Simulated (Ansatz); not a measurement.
# (GaAs)3(CuCl)1 [001] superlattice, started as zinc blende: relaxing the cell for a phonon run

Aim: bring (GaAs)3(CuCl)1 [001] superlattice, started as zinc blende to small forces and stress, as phonons need.

Main program and level: Ansatz 0.2.0; DFT PBEsol, scalar-relativistic, plane waves, PAW.

The structure was built from a prototype and need not be the compound's stable phase.

## 1. Starting point

The structure is orthorhombic, space group Pmm2 (No. 25). The conventional cell has a = 3.953 Å, b = 3.953 Å, c = 11.180 Å, α = 90.00°, β = 90.00°, γ = 90.00°. As has 4 Ga at 2.42 Å nearest. Nearest to As lie 4 Ga at 2.42 Å. As has 2 Cu at 2.42 Å and 2 Ga at 2.42 Å nearest. Cl has 2 Cu at 2.42 Å and 2 Ga at 2.42 Å nearest. Cu has 2 Cl at 2.42 Å and 2 As at 2.42 Å nearest. Nearest to Ga lie 2 As at 2.42 Å and 2 Cl at 2.42 Å. Farther neighbours and most contacts between anions are not listed.

## 2. A coarse first look

A quick single point on a coarse mesh tells whether the cell has a gap and how far it is from rest, which sets the k mesh and smearing that follow.

The input, input.yaml:

```yaml
crystal:
  lattice:
    - [2.795, 2.795, 0.0]
    - [-2.795, 2.795, 0.0]
    - [0.0, 0.0, 11.18]
  atoms:
    - { symbol: As, position: [0.5, 0.0, 0.125] }
    - { symbol: As, position: [0.0, 0.5, 0.375] }
    - { symbol: As, position: [0.5, 0.0, 0.625] }
    - { symbol: Cl, position: [0.0, 0.5, 0.875] }
    - { symbol: Cu, position: [0.5, 0.5, 0.75] }
    - { symbol: Ga, position: [0.0, 0.0, 0.0] }
    - { symbol: Ga, position: [0.5, 0.5, 0.25] }
    - { symbol: Ga, position: [0.0, 0.0, 0.5] }
kpoints:
  mp_grid: { grid: [4, 4, 2] }
hamiltonian:
  xc: pbesol
scf:
  occupations: { method: gaussian, width: 0.1 }
output:
  forces: true
  stress: true
  eigenvalues: true
```

Run with:

```bash
ansatz run input.yaml --threads 8 --pin off --max-ram 14336MiB --backend cpu --events-out ev --progress --plain --runs-dir out
```

Numbers of over 12 decimals in the logs are rounded to 6 here.

Output:

```text
Engine: ansatz 0.2.0, aarch64-unknown-linux-gnu
Pseudopotentials: kind: paw
Pseudopotential: As, paw, valence charge 15, recommended cutoff 420 eV (normal), As.paw.azcp
Pseudopotential: Cl, paw, valence charge 7, recommended cutoff 420 eV (normal), Cl.paw.azcp
Pseudopotential: Cu, paw, valence charge 19, recommended cutoff 420 eV (normal), Cu.paw.azcp
[...]
k-point 0: bands = [... 51 lower, 6.8149, 7.4566, 7.9975, 8.0010, 9.0072, 9.3379, 9.4650, 10.2641, ... 5 higher]
  k-point 1: bands = [... 51 lower, 6.8936, 6.9959, 7.8015, 8.8581, 8.8805, 9.2045, 9.5568, 10.1712, ... 5 higher]
  k-point 2: bands = [... 51 lower, 6.7266, 6.8935, 7.4171, 7.8934, 9.2708, 9.6705, 10.4146, 10.5153, ... 5 higher]
  k-point 17: bands = [... 51 lower, 6.2018, 6.3579, 6.3889, 6.5396, 9.3067, 9.4363, 10.5384, 10.6567, ... 5 higher]
[key lines of the parts left out:]
SCF converged after 9 iterations
Free energy (F): -33319.544273 eV
Fermi energy:    8.804002 eV
P = ⅓ Tr σ = 1.4750 GPa (14.750 kbar)
```

Run time: 9.2 s. Hardware: 8 threads of Arm Neoverse N1, shared host; peak memory 0.85 GiB.

This run has no spin polarisation, although Cu can carry a moment.

Numbers from this step:

* pressure: 1.475 GPa
* volume per atom: 21.83 Å³
* gap on the k-mesh: 0 eV

The coarse mesh shows no gap and a pressure of 1.5 GPa.

## 3. Coarse relaxation

A rough relaxation comes first, because large forces or stress need no tight tolerances yet.

Changes to input.yaml since step 2:

```diff
@@ -15,3 +15,3 @@
 kpoints:
-  mp_grid: { grid: [4, 4, 2] }
+  mp_grid: { grid: [6, 6, 2] }
 hamiltonian:
@@ -24 +24,6 @@
   eigenvalues: true
+relax:
+  adjacent_minimum: "off"
+  f_tol: 0.05
+  max_steps: 80
+  cell: { stress_tol: 0.5 }
```

Output:

```text
[...]
Crystal: 8 atoms, lattice volume = 174.677 Å³
Basis set: ecut = 420 eV, 3413 PW (Γ), exchange–correlation on 54×54×150 points (8 copies of the dense FFT grid, shifted against one another)
Bands: 66, of which v1, the nominal top of the filled ones, is band 55 counted from 1 (54 counted from 0)
Symmetry: 4 space group operations
[...]
k-points: 32 of 72
[...]
- [-2.873276, 2.873276, 0]
    - [0, 0, 11.085791]
  atoms:
    - { symbol: As, position: [0.5, 0, 0.122318] }
    - { symbol: As, position: [0, 0.500000, 0.377880] }
    - { symbol: As, position: [0.5, 0, 0.632604] }
    - { symbol: Cl, position: [0, 0.500000, 0.878067] }
    - { symbol: Cu, position: [0.5, 0.500000, 0.728194] }
    - { symbol: Ga, position: [0, 0, -0.000860662] }
    - { symbol: Ga, position: [0.5, 0.500000, 0.253523] }
    - { symbol: Ga, position: [0, 0, 0.508275] }
[key lines of the parts left out:]
SCF converged after 7 iterations
Free energy (F): -33319.817989 eV
Fermi energy:    8.131260 eV
P = ⅓ Tr σ = 0.0254 GPa (0.254 kbar)
```

It took 75 s on 8 threads; peak memory 1 GiB.

Relaxation path:

| step | energy less that of the first step (eV) | largest force component (eV/Å) | pressure (GPa) | volume (Å³) |
| --- | --- | --- | --- | --- |
| 1 | 0.0000 | 0.9624 | 1.29 | 174.68 |
| 2 | -0.1598 | 0.5506 | 0.24 | 177.19 |
| 3 | -0.1975 | 0.2265 | 0.11 | 178.09 |
| 4 | -0.2083 | 0.1580 | 0.06 | 178.75 |
| 5 | -0.2158 | 0.0567 | -0.08 | 180.21 |
| 6 | -0.2167 | 0.0212 | 0.02 | 180.04 |
| 7* | -0.2177 | 0.0213 | 0.03 | 180.04 |

Relaxation steps marked * repeat the geometry before them on a plane-wave basis chosen anew for their cell, so energy and pressure can jump there.

The run keeps the 4 symmetry operations that it works with, so distortions that break them were not tested.

| conventional cell, symmetrised | before | after | change |
| --- | --- | --- | --- |
| a (Å) | 3.953 | 3.997 | +1.1 % |
| b (Å) | 3.953 | 4.063 | +2.8 % |
| c (Å) | 11.180 | 11.086 | -0.8 % |
| volume (Å³/atom) | 21.83 | 22.51 | +3.1 % |

The atoms that moved most (Å, as changes of fractional coordinates times the final cell):

| atom | dx | dy | dz | length |
| --- | --- | --- | --- | --- |
| Cu5 | 0.000 | 0.000 | -0.242 | 0.242 |
| Ga8 | 0.000 | 0.000 | 0.092 | 0.092 |
| As3 | 0.000 | 0.000 | 0.084 | 0.084 |
| Ga7 | 0.000 | 0.000 | 0.039 | 0.039 |
| Cl4 | 0.000 | 0.000 | 0.034 | 0.034 |
| As2 | 0.000 | 0.000 | 0.032 | 0.032 |
| As1 | 0.000 | 0.000 | -0.030 | 0.030 |
| Ga6 | 0.000 | 0.000 | -0.010 | 0.010 |

Numbers from this step:

| Property | Result |
| --- | --- |
| pressure | 0.02542 GPa |
| volume per atom | 22.51 Å³ |

In this step the volume went from 21.83 to 22.51 Å³/atom.

## 4. Relaxation

Harmonic phonons are second derivatives at a point where the forces vanish, and they are wanted at zero stress, so atoms and cell are relaxed first.

The input, input.yaml:

```yaml
crystal:
  lattice:
    - [2.8262104274, 2.8262104274, 0.0]
    - [-2.873275597, 2.873275597, 0.0]
    - [0.0, 0.0, 11.0857907052]
  atoms:
    - { symbol: As, position: [0.5, 0.0, 0.122318056] }
    - { symbol: As, position: [0.0, 0.5, 0.3778799007] }
    - { symbol: As, position: [0.5, 0.0, 0.6326037803] }
    - { symbol: Cl, position: [0.0, 0.5, 0.878067025] }
    - { symbol: Cu, position: [0.5, 0.5, 0.7281941669] }
    - { symbol: Ga, position: [0.0, 0.0, -0.0008606623] }
    - { symbol: Ga, position: [0.5, 0.5, 0.2535231038] }
    - { symbol: Ga, position: [0.0, 0.0, 0.5082746296] }
kpoints:
  mp_grid: { grid: [10, 10, 4] }
hamiltonian:
  xc: pbesol
scf:
  occupations: { method: gaussian, width: 0.1 }
output:
  forces: true
  stress: true
  eigenvalues: true
relax:
  adjacent_minimum: "off"
  f_tol: 0.005
  max_steps: 80
  cell: { stress_tol: 0.05 }
```

Output:

```text
[...]
Crystal: 8 atoms, lattice volume = 180.044 Å³
Basis set: ecut = 420 eV, 3529 PW (Γ), exchange–correlation on 54×60×150 points (8 copies of the dense FFT grid, shifted against one another)
Bands: 66, of which v1, the nominal top of the filled ones, is band 55 counted from 1 (54 counted from 0)
Symmetry: 4 space group operations
[...]
k-points: 108 of 400 (time reversal used)
[...]
SCF iter   1: F=—  HF=-33319.830492 eV  |F-HF|=—  |Δ(HF+E_count)|=         —  Δρ=6.94e-3  dr2=8.02e-2  ethr=1.77e-3  ⟨swp⟩=5.9  Hψ=23706  notcnv=0  defer=26
[...]
SCF iter   8: F=-33319.811873 eV  HF=-33319.811873 eV  |F-HF|=2.74e-8  |Δ(HF+E_count)|=   2.01e-9  Δρ=5.94e-6  dr2=7.20e-8  ethr=9.09e-11  ⟨swp⟩=9.2  Hψ=32181  notcnv=0
SCF 1 converged in 8 iterations: F = -33319.811873 eV  dr2 = 7.20e-8
[...]
relax step   1: F+E_penalty+E_count = -33319.81187345 eV  Δ(F+E_penalty+E_count) = +0.000e0 eV  max|allowed force component| = 2.981e-2 eV/Å  Δτ_max = 0.0000 Å  P = +0.015 GPa  Ω = 180.044 Å³  (8 SCF iters, dr2 threshold 1.00e-7 eV, accepted)
Crystal: 8 atoms, lattice volume = 180.050 Å³
Basis set: ecut = 420 eV, 3521 PW (Γ), exchange–correlation on 54×60×150 points (8 copies of the dense FFT grid, shifted against one another)
[...]
SCF iter   6: F=-33319.812384 eV  HF=-33319.812384 eV  |F-HF|=1.83e-8  |Δ(HF+E_count)|=   2.31e-8  Δρ=2.71e-6  dr2=2.53e-8  ethr=1.02e-10  ⟨swp⟩=4.0  Hψ=22204  notcnv=0
SCF 2 converged in 6 iterations: F = -33319.812384 eV  dr2 = 2.53e-8
relax step   2: F+E_penalty+E_count = -33319.81238373 eV  Δ(F+E_penalty+E_count) = -5.103e-4 eV  max|allowed force component| = 1.430e-2 eV/Å  Δτ_max = 0.0027 Å  P = +0.002 GPa  Ω = 180.050 Å³  energy of the carried Pulay correction = -1.217e-6 eV  (6 SCF iters, dr2 threshold 1.12e-7 eV, accepted)
Crystal: 8 atoms, lattice volume = 180.077 Å³
[...]
SCF iter   7: F=-33319.812544 eV  HF=-33319.812544 eV  |F-HF|=2.29e-9  |Δ(HF+E_count)|=   1.40e-9  Δρ=1.19e-6  dr2=2.32e-9  ethr=1.16e-11  ⟨swp⟩=4.0  Hψ=23361  notcnv=0
SCF 3 converged in 7 iterations: F = -33319.812544 eV  dr2 = 2.32e-9
relax step   3: F+E_penalty+E_count = -33319.81254388 eV  Δ(F+E_penalty+E_count) = -1.601e-4 eV  max|allowed force component| = 1.176e-2 eV/Å  Δτ_max = 0.0038 Å  P = -0.019 GPa  Ω = 180.077 Å³  energy of the carried Pulay correction = -6.465e-6 eV  (7 SCF iters, dr2 threshold 1.28e-8 eV, accepted)
[...]
relax step   4: F+E_penalty+E_count = -33319.81256654 eV  Δ(F+E_penalty+E_count) = -2.265e-5 eV  max|allowed force component| = 5.665e-3 eV/Å  Δτ_max = 0.0016 Å  P = +0.000 GPa  Ω = 180.021 Å³  energy of the carried Pulay correction = +4.502e-6 eV  (6 SCF iters, dr2 threshold 8.65e-9 eV, accepted)
[...]
relax step   5: F+E_penalty+E_count = -33319.81256971 eV  Δ(F+E_penalty+E_count) = -3.173e-6 eV  max|allowed force component| = 1.991e-3 eV/Å  Δτ_max = 0.0007 Å  P = +0.002 GPa  Ω = 180.023 Å³  energy of the carried Pulay correction = +4.125e-6 eV  (6 SCF iters, dr2 threshold 2.01e-9 eV, accepted)
[...]
SCF iter   5: F=-33319.812576 eV  HF=-33319.812576 eV  |F-HF|=7.28e-11  |Δ(HF+E_count)|=  3.20e-10  Δρ=1.77e-7  dr2=5.79e-11  ethr=1.00e-12  ⟨swp⟩=3.2  Hψ=31588  notcnv=0
SCF 6 converged in 5 iterations: F = -33319.812576 eV  dr2 = 5.79e-11
relax step   6: F+E_penalty+E_count = -33319.81257625 eV  Δ(F+E_penalty+E_count) = -6.543e-6 eV  max|allowed force component| = 1.991e-3 eV/Å  Δτ_max = 0.0000 Å  P = +0.002 GPa  Ω = 180.023 Å³  stress off target by 2.30e-3 GPa  SCF on the basis re-selected at this cell (its energy is not comparable with the rows above)  (5 SCF iters)
[...]
SCF converged after 5 iterations
Free energy (F): -33319.812576 eV
[...]
Internal energy: -33319.805050 eV  (E = F + TS)
E sigma→0 (E₀):  -33319.808813 eV
Entropy (-TS):   -0.007526 eV (-0.941 meV/atom)
Fermi energy:    8.006695 eV
[...]
--- Forces (eV/Å), atoms counted from 1 ---
  atom   1  As     0.00000000     0.00000000    -0.00027461
  atom   2  As    -0.00000000     0.00000000    -0.00070054
  atom   3  As    -0.00000000    -0.00000000     0.00052311
  atom   4  Cl    -0.00000000     0.00000000     0.00199117
  atom   5  Cu     0.00000000    -0.00000000    -0.00142671
  atom   6  Ga    -0.00000000    -0.00000000    -0.00020817
  atom   7  Ga     0.00000000    -0.00000000     0.00035573
  atom   8  Ga     0.00000000     0.00000000    -0.00026113
  max |Σ_I F_I| component: 1.15e-6 eV/Å
--- Stress (GPa, compression-positive) ---
        0.001344       0.000959      -0.000000
        0.000959       0.001344       0.000000
       -0.000000       0.000000       0.001846
  P = ⅓ Tr σ = 0.0015 GPa (0.015 kbar)
--- Band table (eV; the first three rows and the last of 108) ---
  k-point 0: bands = [... 51 lower, 6.4145, 7.0440, 7.4101, 7.5829, 8.3095, 8.9006, 8.9264, 9.7222, ... 7 higher]
  k-point 1: bands = [... 51 lower, 6.4567, 6.6695, 7.3345, 8.0464, 8.2452, 8.8444, 8.9628, 9.6942, ... 7 higher]
  k-point 2: bands = [... 51 lower, 6.5001, 6.5329, 7.2415, 8.1810, 8.3967, 8.7547, 9.0270, 9.6773, ... 7 higher]
  k-point 107: bands = [... 51 lower, 5.8716, 6.0099, 6.1741, 6.3453, 9.0469, 9.2773, 10.1291, 10.2291, ... 7 higher]
--- Relaxed structure (5 steps of the walk, 5 accepted, 1 SCFs on fresh bases) ---
[...]
cell:  # Å, volume = 180.0226 Å³
    - [2.825664, 2.825664, 0]
    - [-2.884206, 2.884206, 0]
    - [0, 0, 11.044606]
  atoms:
    - { symbol: As, position: [0.5, 0, 0.122094] }
    - { symbol: As, position: [0, 0.5, 0.378011] }
    - { symbol: As, position: [0.5, 0, 0.633232] }
    - { symbol: Cl, position: [0, 0.5, 0.878184] }
    - { symbol: Cu, position: [0.500000, 0.500000, 0.727599] }
    - { symbol: Ga, position: [0, 0, -0.00111587] }
    - { symbol: Ga, position: [0.500000, 0.500000, 0.253319] }
    - { symbol: Ga, position: [0, 0, 0.508678] }
```

Wall time 3.3 min (8 threads); peak memory 1.5 GiB.

Relaxation path:

| step | energy less that of the first step (eV) | largest force component (eV/Å) | pressure (GPa) | volume (Å³) |
| --- | --- | --- | --- | --- |
| 1 | 0.0000 | 0.0298 | 0.02 | 180.04 |
| 2 | -0.0005 | 0.0143 | 0.00 | 180.05 |
| 3 | -0.0007 | 0.0118 | -0.02 | 180.08 |
| 4 | -0.0007 | 0.0057 | 0.00 | 180.02 |
| 5 | -0.0007 | 0.0020 | 0.00 | 180.02 |
| 6* | -0.0007 | 0.0020 | 0.00 | 180.02 |

Relaxation steps marked * repeat the geometry before them on a plane-wave basis chosen anew for their cell, so energy and pressure can jump there.

Forces are held to the 4 operations that the run works with; a distortion that breaks them can't arise in this run.

| conventional cell, symmetrised | before | after | change |
| --- | --- | --- | --- |
| a (Å) | 3.997 | 3.996 | -0.0 % |
| b (Å) | 4.063 | 4.079 | +0.4 % |
| c (Å) | 11.086 | 11.045 | -0.4 % |
| volume (Å³/atom) | 22.51 | 22.50 | -0.0 % |

Numbers from this step:

```yaml
pressure: 0.001512 GPa
volume_per_atom: 22.50 Å³
```

In this step the volume went from 22.51 to 22.50 Å³/atom.

## 5. Relaxing to small forces for the phonons

Phonons need a cell at rest on their own settings, so the relaxation is repeated with tight tolerances on forces and stress, using the mesh and the filling of the phonon run that follows.

The input, input.yaml:

```yaml
crystal:
  lattice:
    - [2.8256640747, 2.8256640747, 0.0]
    - [-2.8842061668, 2.8842061668, 0.0]
    - [0.0, 0.0, 11.044606261]
  atoms:
    - { symbol: As, position: [0.5, 0.0, 0.1220935297] }
    - { symbol: As, position: [0.0, 0.5, 0.378010665] }
    - { symbol: As, position: [0.5, 0.0, 0.6332319084] }
    - { symbol: Cl, position: [0.0, 0.5, 0.8781839394] }
    - { symbol: Cu, position: [0.5, 0.5, 0.7275986513] }
    - { symbol: Ga, position: [0.0, 0.0, -0.0011158666] }
    - { symbol: Ga, position: [0.5, 0.5, 0.2533194241] }
    - { symbol: Ga, position: [0.0, 0.0, 0.5086777486] }
kpoints:
  mp_grid: { grid: [12, 12, 4] }
hamiltonian:
  xc: pbesol
scf:
  occupations: { method: methfessel_paxton, width: 0.2 }
output:
  forces: true
  stress: true
  eigenvalues: true
relax:
  adjacent_minimum: "off"
  f_tol: 0.001
  max_steps: 60
  cell: { stress_tol: 0.01 }
```

Output:

```text
[...]
Crystal: 8 atoms, lattice volume = 180.023 Å³
Basis set: ecut = 420 eV, 3521 PW (Γ), exchange–correlation on 54×60×150 points (8 copies of the dense FFT grid, shifted against one another)
Bands: 66, of which v1, the nominal top of the filled ones, is band 55 counted from 1 (54 counted from 0)
Symmetry: 4 space group operations
[...]
- [-2.879763, 2.879763, 0]
    - [0, 0, 11.071293]
  atoms:
    - { symbol: As, position: [0.500000, 0, 0.122240] }
    - { symbol: As, position: [0, 0.500000, 0.377876] }
    - { symbol: As, position: [0.500000, 0, 0.632792] }
    - { symbol: Cl, position: [0, 0.500000, 0.878420] }
    - { symbol: Cu, position: [0.5, 0.500000, 0.727956] }
    - { symbol: Ga, position: [0, 0, -0.000962986] }
    - { symbol: Ga, position: [0.5, 0.500000, 0.253331] }
    - { symbol: Ga, position: [0, 0, 0.508348] }
[key lines of the parts left out:]
SCF converged after 6 iterations
Free energy (F): -33319.808478 eV
Fermi energy:    8.046163 eV
P = ⅓ Tr σ = -0.0000 GPa (-0.000 kbar)
```

Run time: 4.5 min. Hardware: 8 threads; peak memory 1.7 GiB.

The steps of the relaxation:

| step | energy less that of the first step (eV) | largest force component (eV/Å) | pressure (GPa) | volume (Å³) |
| --- | --- | --- | --- | --- |
| 1 | 0.0000 | 0.0190 | 0.01 | 180.02 |
| 2 | -0.0001 | 0.0143 | 0.01 | 180.06 |
| 3 | -0.0002 | 0.0088 | 0.01 | 180.10 |
| 4 | -0.0002 | 0.0019 | 0.00 | 180.11 |
| 5 | -0.0002 | 0.0006 | 0.00 | 180.10 |
| 6* | -0.0002 | 0.0006 | 0.00 | 180.10 |

Relaxation steps marked * repeat the geometry before them on a plane-wave basis chosen anew for their cell, so energy and pressure can jump there.

The run keeps the 4 symmetry operations that it works with, so distortions that break them were not tested.

| conventional cell, symmetrised | before | after | change |
| --- | --- | --- | --- |
| a (Å) | 3.996 | 3.994 | -0.0 % |
| b (Å) | 4.079 | 4.073 | -0.2 % |
| c (Å) | 11.045 | 11.071 | +0.2 % |
| volume (Å³/atom) | 22.50 | 22.51 | +0.0 % |

The relaxed structure:

```xyz
8
Lattice="2.8245 2.8245 0.0000 -2.8798 2.8798 0.0000 0.0000 0.0000 11.0713" Properties=species:S:1:pos:R:3 pbc="T T T"
As    1.4122    1.4122    1.3534
As   -1.4399    1.4399    4.1836
As    1.4122    1.4122    7.0058
Cl   -1.4399    1.4399    9.7252
Cu   -0.0276    2.8521    8.0594
Ga    0.0000    0.0000   -0.0107
Ga   -0.0276    2.8521    2.8047
Ga    0.0000    0.0000    5.6281
```

Numbers from this step:

```
pressure        : -4.29e-5 GPa
volume per atom : 22.51 Å³
```

The largest force component left is 0.64 meV/Å and the pressure is 0.000 GPa, within the tolerances set. The cell now holds 22.51 Å³/atom.

## 6. Summary of results

- space group after relaxation (within 0.01 Å): Pmm2
- lattice constant a: 3.994 Å
- lattice constant b: 4.073 Å
- lattice constant c: 11.071 Å
- volume per atom: 22.5 Å³

**Reading.** The largest force component left is 0.64 meV/Å and the pressure is 0.000 GPa, within the tolerances set. The cell now holds 22.51 Å³/atom. The relaxation keeps the symmetry of its start, so it says nothing on stability against lower symmetry. The starting cell was built on a prototype and not taken from a measurement, so the phase need not exist.

[Logs are printed without paths, hosts, clocks, repeated set-up lines and the standing remarks that a program may print on its own settings, such as how far it seeks lower states.]

[Hosts, paths, dates, database ids (printed as entryN), source tags and the programs' standing remarks are cut or masked in the printed files.]
